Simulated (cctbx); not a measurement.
# Sm2Sc3Cu9P7 with cctbx, script by script

Library: cctbx 2025.11. The data are simulated by the first script.

## 1. Simulate the data

run.py:

```python
from cctbx import adptbx, crystal, miller, sgtbx, xray
from cctbx.array_family import flex
from iotbx.shelx import hklf
from scitbx import matrix
import scitbx.random

cs = crystal.symmetry(unit_cell=(10.011, 10.011, 3.887, 90, 90, 120), space_group_symbol='Hall: P -6')  # P-6
atoms = [  # label, site, U (iso, or U11 U22 U33 U12 U13 U23 in A^2), occupancy
    ("Sm1", (0, 0, 0.5), (0.0079, 0.0079, 0.0081, 0.0040, 0.0000, 0.0000), 1),
    ("Sm2", (2/3, 1/3, 0), (0.0107, 0.0107, 0.0102, 0.0054, 0.0000, 0.0000), 1),
    ("Cu1", (0.9017, 0.6231, 0.5), (0.0173, 0.0121, 0.0106, 0.0070, 0.0000, 0.0000), 1),
    ("Cu2", (0.0484, 0.5449, 0), (0.0164, 0.0163, 0.0102, 0.0088, 0.0000, 0.0000), 1),
    ("Cu3", (0.2971, 0.0515, 0), (0.0145, 0.0149, 0.0150, 0.0076, 0.0000, 0.0000), 1),
    ("Sc1", (0.2298, 0.7867, 0.5), (0.0154, 0.0166, 0.0165, 0.0085, 0.0000, 0.0000), 1),
    ("P1", (1/3, 2/3, 0), (0.0181, 0.0181, 0.0208, 0.0090, -0.0000, 0.0000), 1),
    ("P2", (0.9197, 0.3791, 0.5), (0.0168, 0.0155, 0.0161, 0.0080, 0.0000, 0.0000), 1),
    ("P3", (0.0392, 0.7918, 0), (0.0119, 0.0130, 0.0146, 0.0057, 0.0000, 0.0000), 1),
]
xs = xray.structure(crystal_symmetry=cs)
for label, site, u, occ in atoms:
    u = adptbx.u_cif_as_u_star(cs.unit_cell(), u) if isinstance(u, tuple) else u
    xs.add_scatterer(xray.scatterer(label, site=site, u=u, occupancy=occ))
xs.set_inelastic_form_factors(1.54184, "sasaki")
xs.show_summary()
p1 = xs.expand_to_p1()
ms = miller.build_set(p1, anomalous_flag=True, d_min=0.83)
flex.set_random_seed(188480)
scitbx.random.set_random_seed(188480)
ms = ms.select(flex.random_double(ms.size()) < 0.5)
i = ms.structure_factors_from_scatterers(p1, algorithm="direct").f_calc().as_intensity_array().data()
i = i / flex.sqrt(1 + 0.3 * i / flex.max(i))  # extinction
i = i * 5000 / flex.max(i)
sig = flex.sqrt(i + flex.pow2(0.02 * i) + 8 ** 2)
noise = scitbx.random.variate(scitbx.random.normal_distribution())(i.size())
data = ms.array(data=i + sig * noise, sigmas=sig).set_observation_type_xray_intensity()
with open("data.hkl", "w") as f:
    data.export_as_shelx_hklf(f)
print("reflections written:", data.size(), " <I/sigma> = %.1f" % flex.mean(data.data() / data.sigmas()))
for h, a, b in list(data.sort("data"))[:12]:
    print("%4d%4d%4d %9.1f %7.1f" % (h + (a, b)))
```

```console
$ python run.py
```

```text
Number of scatterers: 9
At special positions: 9
Unit cell: (10.011, 10.011, 3.887, 90, 90, 120)
Space group: P -6 (No. 174)
reflections written: 1250  <I/sigma> = 8.2
   0   0   2    4963.5   122.7
  -3   1  -1    2291.2    65.4
   3  -1   1    2266.6    65.5
  -1  -2   1    2265.6    65.5
   2  -3   1    2168.9    65.4
   1   2   1    2141.2    65.4
  -5   4   0    1739.8    52.3
   5  -4   0    1691.0    52.8
   4   1   0    1567.1    52.3
   0   0  -4    1561.0    50.0
   0   0   4    1467.6    50.0
  -4  -1  -2    1085.6    39.5
```

Run time: 0.23 s on 1 thread of Arm Neoverse V2, with other jobs on the host, peak memory 0.07 GiB.

## 2. Refinement (right model, isotropic)

run.py:

```python
import math
from cctbx import adptbx, crystal, maptbx, sgtbx, xray
from cctbx.array_family import flex
from cctbx.xray import observations
from iotbx.shelx import hklf
from scitbx.lstbx import normal_eqns_solving
from smtbx import absolute_structure, utils
from smtbx.refinement import constraints, least_squares

cs = crystal.symmetry(unit_cell=(10.011, 10.011, 3.887, 90, 90, 120), space_group_symbol='Hall: P -6')  # P-6
atoms = [  # label, site, U (iso, or U11 U22 U33 U12 U13 U23 in A^2), occupancy
    ("Sm1", (0, 0, 0.5), 0.0200, 1),
    ("Sm2", (2/3, 1/3, 0), 0.0200, 1),
    ("Cu1", (0.8915, 0.6091, 0.5), 0.0200, 1),
    ("Cu2", (0.0553, 0.5459, 0), 0.0200, 1),
    ("Cu3", (0.2938, 0.0441, 0), 0.0200, 1),
    ("Sc1", (0.2311, 0.7906, 0.5), 0.0200, 1),
    ("P1", (1/3, 2/3, 0), 0.0200, 1),
    ("P2", (0.9165, 0.3758, 0.5), 0.0200, 1),
    ("P3", (0.0405, 0.7906, 0), 0.0200, 1),
]
xs = xray.structure(crystal_symmetry=cs)
for label, site, u, occ in atoms:
    u = adptbx.u_cif_as_u_star(cs.unit_cell(), u) if isinstance(u, tuple) else u
    xs.add_scatterer(xray.scatterer(label, site=site, u=u, occupancy=occ))
xs.set_inelastic_form_factors(1.54184, "sasaki")
raw = hklf.reader(file_name="data.hkl").as_miller_arrays(crystal_symmetry=cs, anomalous=True)[0]
merged = raw.eliminate_sys_absent().merge_equivalents()
fo2 = merged.array().set_observation_type_xray_intensity()
print("Rint %.3f, %d unique reflections to %.2f A" % (merged.r_int(), fo2.size(), fo2.d_min()))
for sc in xs.scatterers():
    sc.flags.set_grad_site(True)
    sc.flags.set_grad_u_aniso(sc.flags.use_u_aniso())
    sc.flags.set_grad_u_iso(sc.flags.use_u_iso())
obs = fo2.as_xray_observations()
extra = {}
rep = constraints.reparametrisation(xs, [], utils.connectivity_table(xs), **extra)
ls = least_squares.crystallographic_ls(obs, rep, weighting_scheme=least_squares.mainstream_shelx_weighting(a=0, b=0))
print("cycle     R1     wR2    GooF  max shift (A)")
for cycle in range(8):
    ls.build_up()
    r1, wr2, goof = ls.r1_factor(cutoff_factor=2)[0], ls.wR2(), ls.goof()
    old = xs.sites_cart()
    normal_eqns_solving.levenberg_marquardt_iterations(ls, n_max_iterations=3, tau=1e-06, step_threshold=1e-7)
    big = flex.max((xs.sites_cart() - old).norms())
    print("%4d %7.4f %7.4f %7.3f %9.5f" % (cycle + 1, r1, wr2, goof, big))
    ls.build_up(objective_only=True)
    if abs(ls.wR2() - wr2) < 5e-5 and big < 5e-4:
        break
ls.build_up()
print("final R1 %.4f wR2 %.4f GooF %.3f  parameters %d  data/parameter %.1f" % (ls.r1_factor(cutoff_factor=2)[0], ls.wR2(), ls.goof(), ls.n_parameters, fo2.size() / ls.n_parameters))
cov = ls.covariance_matrix_and_annotations()
su = dict(zip(cov.annotations, (math.sqrt(max(v, 0)) for v in cov.matrix.matrix_packed_u_diagonal())))
a2 = cs.unit_cell().reciprocal_parameters()[0] ** -2
print("atom        x        y        z      Ueq    occ   su(xyz)  su(Uiso or U11)")
for sc in xs.scatterers():
    s = max(su.get(sc.label + k, 0) for k in (".x", ".y", ".z"))
    npd = "" if sc.is_positive_definite_u(cs.unit_cell()) else "  NPD"
    print("%-5s %8.5f %8.5f %8.5f %8.4f %6.3f %8.5f %7.4f%s" % ((sc.label,) + sc.site + (sc.u_iso_or_equiv(cs.unit_cell()), sc.occupancy, s, su.get(sc.label + ".uiso", su.get(sc.label + ".u11", 0) * a2), npd)))
fo = fo2.f_sq_as_f()
fc = fo.structure_factors_from_scatterers(xs, algorithm="direct").f_calc()
diff = fo.f_obs_minus_f_calc(1 / math.sqrt(ls.scale_factor()), fc).average_bijvoet_mates()
m = diff.fft_map(symmetry_flags=maptbx.use_space_group_symmetry, resolution_factor=0.25).apply_volume_scaling()
print("difference map: max %.2f min %.2f rms %.2f" % (m.statistics().max(), m.statistics().min(), m.statistics().sigma()))
peaks = m.peak_search(parameters=maptbx.peak_search_parameters(min_distance_sym_equiv=0.6, max_clusters=6)).all()
near = xs.closest_distances(peaks.sites(), distance_cutoff=4)
sps = cs.special_position_settings(min_distance_sym_equiv=0.5)
for k, (x, h) in enumerate(zip(peaks.sites(), peaks.heights())):
    ss = sps.site_symmetry(x)
    print("Q%-3d %7.4f %7.4f %7.4f %4d %7.2f  %.2f A from %s" % ((k + 1,) + tuple(t % 1 for t in ss.exact_site()) + (ss.multiplicity(), h, near.smallest_distances[k], xs.scatterers()[near.i_seqs[k]].label)))
```

```console
$ python run.py
```

```text
Rint 0.061, 459 unique reflections to 0.83 A
cycle     R1     wR2    GooF  max shift (A)
   1  0.1214  0.2387   3.809   0.11953
   2  0.0345  0.0661   1.055   0.00007
final R1 0.0345 wR2 0.0661 GooF 1.055  parameters 21  data/parameter 21.9
atom        x        y        z      Ueq    occ   su(xyz)  su(Uiso or U11)
Sm1    0.00000  0.00000  0.50000   0.0078  1.000  0.00000  0.0004
Sm2    0.66667  0.33333  0.00000   0.0097  1.000  0.00000  0.0005
Cu1    0.90151  0.62232  0.50000   0.0129  1.000  0.00037  0.0007
Cu2    0.04848  0.54505  0.00000   0.0140  1.000  0.00034  0.0006
Cu3    0.29787  0.05190  0.00000   0.0146  1.000  0.00038  0.0008
Sc1    0.23019  0.78628  0.50000   0.0144  1.000  0.00043  0.0008
P1     0.33333  0.66667  0.00000   0.0187  1.000  0.00000  0.0019
P2     0.92063  0.37990  0.50000   0.0163  1.000  0.00073  0.0012
P3     0.03946  0.79266  0.00000   0.0132  1.000  0.00071  0.0012
difference map: max 1.78 min -1.84 rms 0.37
Q1    0.3675  0.2233  0.5000    3    1.82  0.52 A from Cu1
Q2    0.5194  0.4782  0.0000    3    1.42  0.80 A from Cu2
Q3    0.5393  0.3790  0.1212    6    1.18  1.62 A from Sm2
Q4    0.3625  0.0304  0.4044    6    1.18  0.92 A from P2
Q5    0.1408  0.2795  0.5000    3    1.15  1.43 A from Sc1
Q6    0.0751  0.0317  0.5000    3    1.11  0.65 A from Sm1
```

Time: 0.38 s.

## 3. Refinement (right model, anisotropic)

run.py, as its changes from the last script of this kind:

```diff
@@ -12,9 +12,9 @@
-    ("Sm1", (0, 0, 0.5), 0.0200, 1),
-    ("Sm2", (2/3, 1/3, 0), 0.0200, 1),
-    ("Cu1", (0.8915, 0.6091, 0.5), 0.0200, 1),
-    ("Cu2", (0.0553, 0.5459, 0), 0.0200, 1),
-    ("Cu3", (0.2938, 0.0441, 0), 0.0200, 1),
-    ("Sc1", (0.2311, 0.7906, 0.5), 0.0200, 1),
-    ("P1", (1/3, 2/3, 0), 0.0200, 1),
-    ("P2", (0.9165, 0.3758, 0.5), 0.0200, 1),
-    ("P3", (0.0405, 0.7906, 0), 0.0200, 1),
+    ("Sm1", (0, 0, 0.5), 0.0078, 1),
+    ("Sm2", (2/3, 1/3, 0), 0.0097, 1),
+    ("Cu1", (0.90151, 0.62232, 0.5), 0.0129, 1),
+    ("Cu2", (0.04848, 0.54505, 0), 0.0140, 1),
+    ("Cu3", (0.29787, 0.0519, 0), 0.0146, 1),
+    ("Sc1", (0.23019, 0.78628, 0.5), 0.0144, 1),
+    ("P1", (1/3, 2/3, 0), 0.0187, 1),
+    ("P2", (0.92063, 0.3799, 0.5), 0.0163, 1),
+    ("P3", (0.03946, 0.79266, 0), 0.0132, 1),
@@ -26,0 +27 @@
+xs.convert_to_anisotropic()
@@ -59,0 +61,4 @@
+fc = fo2.structure_factors_from_scatterers(xs, algorithm="direct").f_calc()
+absolute_structure.flack_analysis(xs, fo2.as_xray_observations()).show()
+h = absolute_structure.hooft_analysis(fo2, fc, scale_factor=ls.scale_factor())
+print("Hooft y: %.3f(%.0f)  Bijvoet pairs: %d" % (h.hooft_y, 1000 * h.sigma_y, h.n_bijvoet_pairs))
```

```console
$ python run.py
```

```text
Rint 0.061, 459 unique reflections to 0.83 A
cycle     R1     wR2    GooF  max shift (A)
   1  0.0345  0.0661   1.081   0.00566
   2  0.0320  0.0615   1.006   0.00002
final R1 0.0320 wR2 0.0615 GooF 1.006  parameters 42  data/parameter 10.9
atom        x        y        z      Ueq    occ   su(xyz)  su(Uiso or U11)
Sm1    0.00000  0.00000  0.50000   0.0077  1.000  0.00000  0.0006
Sm2    0.66667  0.33333  0.00000   0.0098  1.000  0.00000  0.0007
Cu1    0.90162  0.62223  0.50000   0.0127  1.000  0.00037  0.0016
Cu2    0.04886  0.54559  0.00000   0.0144  1.000  0.00036  0.0017
Cu3    0.29821  0.05225  0.00000   0.0149  1.000  0.00040  0.0018
Sc1    0.22956  0.78583  0.50000   0.0149  1.000  0.00047  0.0021
P1     0.33333  0.66667  0.00000   0.0182  1.000  0.00000  0.0028
P2     0.92071  0.38009  0.50000   0.0161  1.000  0.00074  0.0029
P3     0.03928  0.79283  0.00000   0.0121  1.000  0.00071  0.0026
Flack x: -0.006(10)
Hooft y: -0.011(12)  Bijvoet pairs: 216
difference map: max 1.16 min -2.02 rms 0.35
Q1    0.3671  0.0437  0.3859    6    1.18  0.92 A from P2
Q2    0.0000  0.0000  0.1101    2    1.17  1.52 A from Sm1
Q3    0.4501  0.4233  0.3916    6    1.10  1.32 A from Cu1
Q4    0.1235  0.2700  0.5000    3    1.07  1.51 A from Sc1
Q5    0.2938  0.2332  0.3643    6    1.00  0.90 A from Cu1
Q6    0.1444  0.7035  0.5000    3    0.99  0.84 A from Sc1
```

Time: 0.4 s.

## 4. Refinement

run.py, as its changes from the last script of this kind:

```diff
@@ -20 +19,0 @@
-    ("P3", (0.03946, 0.79266, 0), 0.0132, 1),
@@ -41 +40 @@
-for cycle in range(8):
+for cycle in range(12):
@@ -61,4 +59,0 @@
-fc = fo2.structure_factors_from_scatterers(xs, algorithm="direct").f_calc()
-absolute_structure.flack_analysis(xs, fo2.as_xray_observations()).show()
-h = absolute_structure.hooft_analysis(fo2, fc, scale_factor=ls.scale_factor())
-print("Hooft y: %.3f(%.0f)  Bijvoet pairs: %d" % (h.hooft_y, 1000 * h.sigma_y, h.n_bijvoet_pairs))
```

```console
$ python run.py
```

```text
Rint 0.061, 459 unique reflections to 0.83 A
cycle     R1     wR2    GooF  max shift (A)
   1  0.1225  0.2518   4.090   0.03325
   2  0.1023  0.2119   3.441   0.00078
   3  0.1024  0.2119   3.441   0.00003
final R1 0.1024 wR2 0.2119 GooF 3.441  parameters 36  data/parameter 12.8
atom        x        y        z      Ueq    occ   su(xyz)  su(Uiso or U11)
Sm1    0.00000  0.00000  0.50000   0.0077  1.000  0.00000  0.0019
Sm2    0.66667  0.33333  0.00000   0.0067  1.000  0.00000  0.0022
Cu1    0.90112  0.62174  0.50000   0.0080  1.000  0.00117  0.0048
Cu2    0.04798  0.54776  0.00000   0.0207  1.000  0.00150  0.0071
Cu3    0.29924  0.05202  0.00000   0.0186  1.000  0.00150  0.0064
Sc1    0.22762  0.78675  0.50000   0.0241  1.000  0.00167  0.0074
P1     0.33333  0.66667  0.00000   0.0127  1.000  0.00000  0.0085
P2     0.91720  0.37668  0.50000  -0.0100  1.000  0.00127  0.0051  NPD
difference map: max 16.01 min -3.37 rms 0.98
Q1    0.0428  0.7971  0.0000    3   16.16  2.52 A from Cu2
Q2    0.4555  0.1393  0.5000    3    4.04  0.59 A from P2
Q3    0.1268  0.8238  0.5000    3    3.94  1.24 A from Sc1
Q4    0.4955  0.0952  0.4060    6    3.73  0.48 A from P2
Q5    0.4101  0.3242  0.0000    3    3.72  1.59 A from Cu2
Q6    0.6667  0.3333  0.0000    1    3.51  0.00 A from Sm2
```

Time: 0.43 s.

This run holds a fault made on purpose: atom left out: P3.

## 5. Refinement

run.py, as its changes from the last script of this kind:

```diff
@@ -17,3 +17,4 @@
-    ("Sc1", (0.23019, 0.78628, 0.5), 0.0144, 1),
-    ("P1", (1/3, 2/3, 0), 0.0187, 1),
-    ("P2", (0.92063, 0.3799, 0.5), 0.0163, 1),
+    ("P1", (0.23019, 0.78628, 0.5), 0.0144, 1),
+    ("P2", (1/3, 2/3, 0), 0.0187, 1),
+    ("Sc1", (0.92063, 0.3799, 0.5), 0.0163, 1),
+    ("P3", (0.03946, 0.79266, 0), 0.0132, 1),
```

```console
$ python run.py
```

```text
Rint 0.061, 459 unique reflections to 0.83 A
cycle     R1     wR2    GooF  max shift (A)
   1  0.0713  0.1471   2.405   0.02826
   2  0.0517  0.1049   1.716   0.00137
   3  0.0517  0.1049   1.716   0.00008
final R1 0.0517 wR2 0.1049 GooF 1.716  parameters 42  data/parameter 10.9
atom        x        y        z      Ueq    occ   su(xyz)  su(Uiso or U11)
Sm1    0.00000  0.00000  0.50000   0.0073  1.000  0.00000  0.0011
Sm2    0.66667  0.33333  0.00000   0.0108  1.000  0.00000  0.0013
Cu1    0.90170  0.62314  0.50000   0.0145  1.000  0.00068  0.0030
Cu2    0.05177  0.54659  0.00000   0.0124  1.000  0.00062  0.0028
Cu3    0.29760  0.05212  0.00000   0.0137  1.000  0.00067  0.0032
P1     0.22887  0.78478  0.50000   0.0007  1.000  0.00083  0.0034  NPD
P2     0.33333  0.66667  0.00000   0.0167  1.000  0.00000  0.0047
Sc1    0.91917  0.37830  0.50000   0.0380  1.000  0.00129  0.0052
P3     0.03977  0.79130  0.00000   0.0109  1.000  0.00122  0.0045
difference map: max 2.24 min -2.51 rms 0.51
Q1    0.1464  0.5552  0.0000    3    2.35  0.91 A from Cu2
Q2    0.1914  0.4809  0.5000    3    2.22  0.53 A from P1
Q3    0.1927  0.7234  0.5000    3    2.08  0.54 A from P1
Q4    0.1600  0.6400  0.0000    3    1.74  1.02 A from Cu2
Q5    0.2125  0.4454  0.3647    6    1.55  0.53 A from P1
Q6    0.0629  0.5741  0.1465    6    1.51  0.62 A from Cu2
```

Time: 0.43 s.

This run holds a fault made on purpose: elements exchanged: Sc1 is P and P1 is Sc.

## 6. Refinement

run.py, as its changes from the last script of this kind:

```diff
@@ -17,3 +17,3 @@
-    ("P1", (0.23019, 0.78628, 0.5), 0.0144, 1),
-    ("P2", (1/3, 2/3, 0), 0.0187, 1),
-    ("Sc1", (0.92063, 0.3799, 0.5), 0.0163, 1),
+    ("Sc1", (0.23019, 0.78628, 0.5), 0.0144, 1),
+    ("P1", (1/3, 2/3, 0), 0.0187, 1),
+    ("P2", (0.92063, 0.3799, 0.5), 0.0163, 1),
@@ -20,0 +21 @@
+    ("P4", (0.937, 0.534, 0.53), 0.0300, 1),
@@ -27 +27,0 @@
-xs.convert_to_anisotropic()
```

```console
$ python run.py
```

```text
Rint 0.061, 459 unique reflections to 0.83 A
cycle     R1     wR2    GooF  max shift (A)
   1  0.1038  0.2008   3.215   0.18645
   2  0.0420  0.0827   1.324   0.80419
   3  0.0362  0.0679   1.088   0.43036
   4  0.0360  0.0675   1.081   0.32424
   5  0.0359  0.0673   1.079   0.18842
   6  0.0359  0.0673   1.077   0.12931
   7  0.0363  0.0680   1.089   0.05055
   8  0.0359  0.0672   1.077   0.01770
   9  0.0363  0.0679   1.087   0.00591
  10  0.0359  0.0672   1.077   0.01057
  11  0.0363  0.0679   1.087   0.00930
  12  0.0359  0.0672   1.077   0.00989
final R1 0.0363 wR2 0.0679 GooF 1.087  parameters 24  data/parameter 19.1
atom        x        y        z      Ueq    occ   su(xyz)  su(Uiso or U11)
Sm1    0.00000  0.00000  0.50000   0.0077  1.000  0.00000  0.0005
Sm2    0.66667  0.33333  0.00000   0.0097  1.000  0.00000  0.0005
Cu1    0.90143  0.62231  0.50000   0.0129  1.000  0.00038  0.0007
Cu2    0.04842  0.54502  0.00000   0.0140  1.000  0.00035  0.0006
Cu3    0.29791  0.05187  0.00000   0.0145  1.000  0.00039  0.0008
Sc1    0.23020  0.78640  0.50000   0.0143  1.000  0.00045  0.0008
P1     0.33333  0.66667  0.00000   0.0185  1.000  0.00000  0.0019
P2     0.92044  0.37974  0.50000   0.0163  1.000  0.00076  0.0012
P3     0.03954  0.79258  0.00000   0.0132  1.000  0.00073  0.0012
P4     1.14191  0.60862  0.50000   0.7579  1.000  0.01789  0.1117
difference map: max 1.78 min -1.83 rms 0.39
Q1    0.3689  0.2238  0.5000    3    1.83  0.52 A from Cu1
Q2    0.5197  0.4767  0.0000    3    1.60  0.82 A from Cu2
Q3    0.5404  0.3792  0.1176    6    1.45  1.61 A from Sm2
Q4    0.6015  0.3253  0.0000    3    1.40  0.62 A from Sm2
Q5    0.6013  0.2299  0.1814    6    1.22  1.15 A from Sm2
Q6    0.3635  0.0322  0.3994    6    1.20  0.92 A from P2
```

It took 0.88 s on 1 thread of Arm Neoverse V2, with other jobs on the host, peak memory 0.09 GiB.

This run holds a fault made on purpose: spurious atom: P4.

[Logs are printed without paths, hosts, clocks, repeated set-up lines and the standing remarks that a program may print on its own settings, such as how far it seeks lower states.]
